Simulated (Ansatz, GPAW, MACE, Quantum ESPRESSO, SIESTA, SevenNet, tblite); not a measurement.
## Glassy 80SiO2-20Li2O (mol %) (75 atoms): runs against a plane-wave reference

Density of this cell: 2.43 g/cm³. The cell holds 75 atoms: 20 Si, 10 Li and 45 O. Cell: a = 9.737 Å, b = 9.737 Å, c = 9.737 Å, α = 90.0°, β = 90.0°, γ = 90.0°. 75 atoms (20 Si, 10 Li, 45 O) placed at random at 2.26 g/cm³, melted at 4000 K for 10 ps at fixed volume with the Morse and Coulomb pair potential with partial charges (Pedone, Malavasi, Menziani, Cormack and Segre, J. Phys. Chem. B 110, 11780 (2006)). Quenched from 1800 K to 300 K at 20 K/ps and fixed volume, held 10 ps at zero pressure. Then every atom was moved at random, 0.02 Å r.m.s. a Cartesian component.

Geometry: as built.

The reference, a calculation:

* method: Kohn-Sham DFT, PBE, SSSP efficiency 1.3.0 pseudopotentials, plane waves (Quantum ESPRESSO 7.5); sssp-pbe-1.3.0-efficiency, cutoffs 60/480 Ry, Γ point
* r.m.s. force component: 1.565 eV/Å
* longest force: 8.28 eV/Å
* pressure: 6.999 GPa
* gap (highest filled to lowest empty level): 3.359 eV
* time: 5.5 min on 2 MPI ranks of Arm Neoverse N1, shared host
* CPU time: 11 min

Q: Estimate the differences from the reference, the CPU time and the memory of each run.
- SIESTA PBE, DZP, shift 0.01 Ry, mesh 500 Ry (SIESTA 5.4.2; 2 MPI ranks)
- GPAW PBE, LCAO dzp, h 0.18 Å (GPAW 26.7.0; 1 thread)
- GPAW PBE, LCAO dzp, h 0.22 Å (GPAW 26.7.0; 1 thread)
- SevenNet l3i5 potential (SevenNet l3i5; 1 thread)
- QE PBE, sssp-1.3.0-efficiency, 60/480 Ry, rmm-davidson (Quantum ESPRESSO 7.5; 4 MPI ranks)
- SIESTA PBE, SZ, shift 0.01 Ry, mesh 500 Ry (SIESTA 5.4.2; 1 thread)
- MACE MPA-0 medium potential (MACE MPA-0 medium; 1 thread)
- GPAW PBE, LCAO sz(dzp), h 0.18 Å (GPAW 26.7.0; 1 thread)
- QE PBE+D3(BJ), sssp-1.3.0-efficiency, 60/480 Ry (Quantum ESPRESSO 7.5; 2 MPI ranks)
- GPAW PBE, LCAO dzp, h 0.18 Å, other mixer settings (GPAW 26.7.0; 2 MPI ranks)

Differences are against the plane-wave reference, forces as r.m.s. over components; share is that over the reference's r.m.s. force, slope the least-squares factor from reference forces to these. Total energies of different programs have different zeros and aren't compared.

```tsv
run	Δ force, r.m.s. (meV/Å)	share (%)	slope	Δ pressure (GPa)	Δ gap (eV)	cores	CPU time	memory (GiB)
reference	-	-	-	-	-	2	11 min	2.7
SIESTA PBE, DZP, shift 0.01 Ry, mesh 500 Ry	402	25.7	1.158	4.06	-0.145	2	11 min	2.2
GPAW PBE, LCAO dzp, h 0.18 Å	317	20.3	1.137	-	-0.165	1	3.7 min	1.4
GPAW PBE, LCAO dzp, h 0.22 Å (coarse)	370	23.7	1.143	-	-0.173	1	2.2 min	0.76
SevenNet l3i5 potential	61.2	3.91	0.979	-0.0819	-	1	16 s	1.4
QE PBE, sssp-1.3.0-efficiency, 60/480 Ry, rmm-davidson	0.474	0.0303	1.000	0.019	0	4	11 min	2.8
SIESTA PBE, SZ, shift 0.01 Ry, mesh 500 Ry (coarse)	1027	65.6	1.412	19.0	-1.36	1	3 min	0.91
MACE MPA-0 medium potential	75.6	4.83	0.985	0.124	-	1	13 s	1.0
GPAW PBE, LCAO sz(dzp), h 0.18 Å (coarse)	944	60.3	1.349	-	-1.28	1	69 s	1.1
QE PBE+D3(BJ), sssp-1.3.0-efficiency, 60/480 Ry	8.04	0.514	1.000	-2.09	0	2	12 min	2.8
GPAW PBE, LCAO dzp, h 0.18 Å, other mixer settings	317	20.3	1.137	-	-0.166	2	5.2 min	1.5
```

Rows marked coarse were listed beforehand as settings not expected to be converged; some can still land near the reference.

Times of the machine-learned potentials are mostly Python's start and the loading of weights.

CPU time is summed over cores on a shared host, where runs went side by side, so it is rough. Symmetry, cutoffs, thresholds, outputs and thread counts weren't matched or tuned between programs; memory under MPI is the largest rank's times the ranks.

With the reference's own potentials and cutoffs, another solver or threshold moves forces by 0.030 % (QE PBE, sssp-1.3.0-efficiency, 60/480 Ry, rmm-davidson). The PBE runs in local orbitals, coarse settings apart, differ by 20 % (GPAW PBE, LCAO dzp, h 0.18 Å, other mixer settings) to 26 % (SIESTA PBE, DZP, shift 0.01 Ry, mesh 500 Ry); basis, grid and potentials can all enter. Machine-learned potentials differ by 3.9 % (SevenNet l3i5 potential) to 4.8 % (MACE MPA-0 medium potential); they were trained on other programs' data. In the reference's own program, potentials and cutoffs, a change of model alone moves forces by 0.51 % (QE PBE+D3(BJ), sssp-1.3.0-efficiency, 60/480 Ry). Machine-learned potentials mimic data converged in k, so the reference's own k-point error enters their differences. The network of bonds at the start is that of the classical potential that made the cell, and needn't be the one that DFT or experiment would give. The electronic-structure runs sample only Γ, in a cell whose shortest periodic width is 10 Å.

[Logs are printed without paths, hosts, clocks, repeated set-up lines and the standing remarks that a program may print on its own settings, such as how far it seeks lower states.]

[Hosts, paths, dates, database ids (printed as entryN), source tags and the programs' standing remarks are cut or masked in the printed files.]
